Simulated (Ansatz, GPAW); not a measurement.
# Co3HgP (model structure): optical spectrum from first principles, part 3 of 3

Aim: the dielectric function of Co3HgP (model structure), and the optical constants that follow from it. The structure is a model built here, which may or may not match a known phase. It was built so: All Cd replaced by Hg and N replaced by P in the Pm-3m structure of CdCo3N. The cell is first relaxed with Ansatz.

GPAW 26.7.0; DFT, revPBE, plane-wave PAW (GPAW data sets), scalar-relativistic, RPA, optical limit.

So far. Step 3 (Ground state): There are states at the Fermi level within the smearing, so the occupations stay smeared and the carriers get a Drude term.

**5. Dielectric function, RPA**

Transitions between filled and empty bands, summed over the zone, give the optical response, so mesh, band count and broadening shape it.

The induced potential is part of this response.

This step: DFT, revPBE, plane-wave PAW (GPAW data sets), scalar-relativistic, RPA, optical limit (GPAW 26.7.0).

df.py

```python
from gpaw.response.df import DielectricFunction

df = DielectricFunction('full.gpw', frequencies={'type': 'nonlinear', 'domega0': 0.03, 'omega2': 8},
                        ecut=50,
                        eta=0.05,
                        nbands=51,
                        rate=0.2,
                        txt='df.txt')
for direction in ['x']:
    df.get_dielectric_function(xc='RPA', direction=direction, filename=f'df_{direction}.csv')
```

Launch:

```bash
OMP_NUM_THREADS=1 python df.py
```

The program printed:

```text
Using integrator: PointIntegrator
NonLinearFrequencyDescriptor(from 0.000 to 87.150 eV, 528 points)
Nonperiodic BCs:  [False False False]
Using integrator: PointIntegrator
NonLinearFrequencyDescriptor(from 0.000 to 87.150 eV, 528 points)
Nonperiodic BCs:  [False False False]
Using integrator: PointIntegrator

Calculating chi0 body with:
    Ground state adapter containing:
    Number of spins: 2
    Number of kpoints: 512
    Number of irreducible kpoints: 35
    Number of completely occupied states: 18
    Number of partially occupied states: 28

    Linear response parametrization:
    q_c: [0.0, 0.0, 0.0]
    Number of frequency points: 528
    Planewave cutoff: 50.0
    Number of bands: 51
    Number of planewaves: 57
    Broadening (eta): 0.05

Integrating chi0 body.

Symmetries of q_c:
    Direct symmetries (Uq -> q): 48
    Indirect symmetries (TUq -> q): 0
In total 48 allowed symmetries.

35 groups of equivalent kpoints. 93.1640625% reduction.

Integral kind: spectral function

Calculating chi0 optical extensions with:
    Ground state adapter containing:
    Number of spins: 2
    Number of kpoints: 512
    Number of irreducible kpoints: 35
    Number of completely occupied states: 18
    Number of partially occupied states: 28

    Linear response parametrization:
    Number of frequency points: 528
    Planewave cutoff: 50.0
    Number of bands: 51
    Number of planewaves: 57
    Broadening (eta): 0.05
Integrating chi0 head and wings.

Symmetries of q_c:
    Direct symmetries (Uq -> q): 48
    Indirect symmetries (TUq -> q): 0
In total 48 allowed symmetries.

35 groups of equivalent kpoints. 93.1640625% reduction.

Integral kind: spectral function wings

Calculating drude chi0 with:
    Number of frequency points:528
    Plasma frequency decay rate: 0.2 eV

    Ground state adapter containing:
    Number of spins: 2
    Number of kpoints: 512
    Number of irreducible kpoints: 35
    Number of completely occupied states: 18
    Number of partially occupied states: 28

Symmetries of q_c:
    Direct symmetries (Uq -> q): 48
    Indirect symmetries (TUq -> q): 0
In total 48 allowed symmetries.

35 groups of equivalent kpoints. 93.1640625% reduction.

Integral kind: intraband
Plasma frequency:
[[2.94-0.j 0.  +0.j 0.  +0.j]
 [0.  +0.j 2.94-0.j 0.  +0.j]
 [0.  +0.j 0.  +0.j 2.94-0.j]]
```

The job ended after 18 s (1 thread of Intel Xeon Platinum 8488C (Sapphire Rapids), shared host; peak memory 0.37 GiB).

Sum at mesh points, not converged in k. The Im ε, E ∥ x by photon energy; read off at these points:

```tsv
photon energy (eV)	Im ε, E ∥ x
0.7	50.8
1.0	23.3
2.0	12.3
3.0	12.6
3.4	15.1
4.0	10.3
5.0	5.85
6.0	5.17
7.0	5.95
8.0	3.70
9.0	2.73
10.0	1.69
11.0	1.49
12.0	1.50
13.0	1.09
14.0	0.877
15.0	1.00
16.0	0.999
17.0	0.900
18.0	0.760
19.0	0.592
20.0	0.503
```

Values under 1 per cm are given as 1; sum at mesh points, not converged in k. Absorption coefficient, E ∥ x against photon energy:

```tsv
photon energy (eV)	absorption coefficient, E ∥ x (1/cm)
1.010	3.6e5
1.486	3.9e5
1.985	4.3e5
2.508	5.0e5
3.018	6.4e5
3.510	9.6e5
3.980	1.1e6
4.516	1.1e6
4.981	8.7e5
5.515	1.2e6
6.021	1.1e6
6.494	1.1e6
6.985	1.4e6
7.496	1.3e6
8.026	1.4e6
8.516	1.6e6
9.023	1.4e6
9.483	1.6e6
10.026	1.3e6
10.519	1.2e6
11.029	1.1e6
11.479	1.3e6
12.023	1.4e6
12.504	1.3e6
13.000	1.2e6
13.512	1.3e6
14.040	1.1e6
14.493	1.1e6
14.960	1.1e6
15.536	1.1e6
16.031	1.2e6
16.541	1.2e6
16.959	1.2e6
17.496	1.3e6
18.049	1.2e6
18.504	1.2e6
18.969	1.0e6
19.447	8.9e5
20.061	8.5e5
20.438	9.6e5
```

The reflectivity at normal incidence, E ∥ x has structure finer than the step of the table below, so its rows give means over 1 eV, whole bins alone (the curve runs from 0.619 to 21.0 eV). Peaks (eV: height): 0.8: 69.7, 3.9: 49.5, 5.8: 45.0, 6.2: 42.3, 7.1: 43.5, 8.7: 45.6, 9.5: 51.4.

Sum at mesh points, not converged in k. The reflectivity at normal incidence, E ∥ x by photon energy; means over each step:

```tsv
photon energy (eV)	reflectivity at normal incidence, E ∥ x (%)
2	42.3
3	42.5
4	46.8
5	38.0
6	40.2
7	37.3
8	39.0
9	42.8
10	42.1
11	28.3
12	33.8
13	29.0
14	26.3
15	17.5
16	17.1
17	18.8
18	20.5
19	18.6
20	13.6
```

The loss function −Im 1/ε at q → 0, E ∥ x has structure finer than the step of the table below, so its rows give means over 0.5 eV, whole bins alone (the curve runs from 0.619 to 21.0 eV). Peaks (eV: height): 14.68: 1.24, 19.45: 1.95, 19.94: 1.90, 20.57: 1.82.

Sum at mesh points, not converged in k. Table of loss function −Im 1/ε at q → 0, E ∥ x by energy loss; means over each step:

```tsv
energy loss (eV)	loss function −Im 1/ε at q → 0, E ∥ x
1.0	0.0390
1.5	0.0610
2.0	0.0700
2.5	0.0743
3.0	0.0643
3.5	0.0717
4.0	0.0947
4.5	0.124
5.0	0.149
5.5	0.134
6.0	0.161
6.5	0.194
7.0	0.177
7.5	0.201
8.0	0.215
8.5	0.218
9.0	0.258
9.5	0.251
10.0	0.372
10.5	0.477
11.0	0.584
11.5	0.457
12.0	0.492
12.5	0.629
13.0	0.743
13.5	0.756
14.0	0.997
14.5	1.14
15.0	1.03
15.5	1.02
16.0	1.01
16.5	1.02
17.0	1.07
17.5	1.15
18.0	1.33
18.5	1.51
19.0	1.70
19.5	1.82
20.0	1.72
20.5	1.73
```

Sum at mesh points, not converged in k. Im ε, E ∥ x against photon energy; read off at these points:

```tsv
photon energy (eV)	without local fields	with local fields
0.75	54.0	53.7
1.00	23.5	23.3
1.50	16.1	15.9
2.00	12.4	12.3
2.50	11.9	11.6
3.00	12.9	12.6
3.22	15.3	15.3
3.50	13.6	14.3
4.00	9.55	10.3
4.50	7.41	7.83
5.00	5.84	5.85
5.50	7.65	7.74
6.00	4.93	5.17
6.50	4.55	4.64
7.00	5.68	5.95
7.50	4.75	4.54
8.00	4.01	3.70
8.50	4.59	4.16
9.00	2.98	2.73
9.50	2.31	2.27
10.00	1.89	1.69
10.50	1.57	1.51
11.00	1.72	1.49
11.50	2.11	1.95
12.00	1.54	1.50
12.50	1.30	1.19
13.00	1.20	1.09
13.50	1.18	1.08
14.00	0.958	0.877
14.50	0.990	0.863
15.00	1.15	1.00
15.50	1.08	0.973
16.00	1.19	0.999
16.50	1.12	0.968
17.00	1.05	0.900
17.50	0.902	0.860
18.00	0.779	0.760
18.50	0.644	0.649
19.00	0.551	0.592
19.50	0.500	0.507
20.00	0.449	0.503
20.50	0.451	0.518
```

Optical constants at common wavelengths, from n + ik = √ε:

```tsv
wavelength (nm)	n	k	R (%)	1/α
1064	3.20	3.126	53.3	27 nm
633	2.90	2.129	41.2	24 nm
532	2.85	2.176	41.7	19 nm
405	3.11	2.057	41.1	16 nm
365	2.96	2.538	46.5	11 nm
248	1.72	1.700	33.1	12 nm
193	1.35	1.717	36.2	8.9 nm
```

In reflection the computed colour is light grey: x = 0.317, y = 0.332, luminous reflectivity 41 %.

**6. Results**

At this level (revPBE, RPA) Co3HgP is a metal. The mesh is too coarse to trust the carriers' weight, the reflectivity or the colour to better than tens of per cent. The cell grew by 17.9 % in volume. In reflection the computed colour is light grey: x = 0.317, y = 0.332, luminous reflectivity 41 %. The carriers' damping of 0.2 eV is typed, not computed; it shapes the response at the lowest energies. Spin-orbit coupling is left out although heavy atoms are present. The magnetic state comes from one start and need not be the lowest. The curves end at 21 eV, about where the summed bands run out. The cell grew by 18 % in the relaxation, which can come from the guessed start or, where layers or molecules are weakly bound, from the missing dispersion term; a larger cell lowers ε. In this version of GPAW the matrix elements of the optical limit are incomplete, which can lower ε − 1 by up to a tenth where first-row anions or d states rule, and shift it by more in d metals. GPAW's carrier term has the form −ωp²/(ω + i·rate)², which damps like twice the rate and fails at low energy, so the curves leave the lowest energies out. The sum runs over mesh points 0.19 Å⁻¹ apart with no interpolation, so peaks are partly noise of the mesh, and the Drude plasma energy, a sum over the Fermi surface, isn't converged.

[Machine, clock and banner lines and Python warnings are left out of the logs.]

[Logs are printed without paths, hosts, clocks, repeated set-up lines and the standing remarks that a program may print on its own settings, such as how far it seeks lower states.]

[Hosts, paths, dates, database ids (printed as entryN), source tags and the programs' standing remarks are cut or masked in the printed files.]
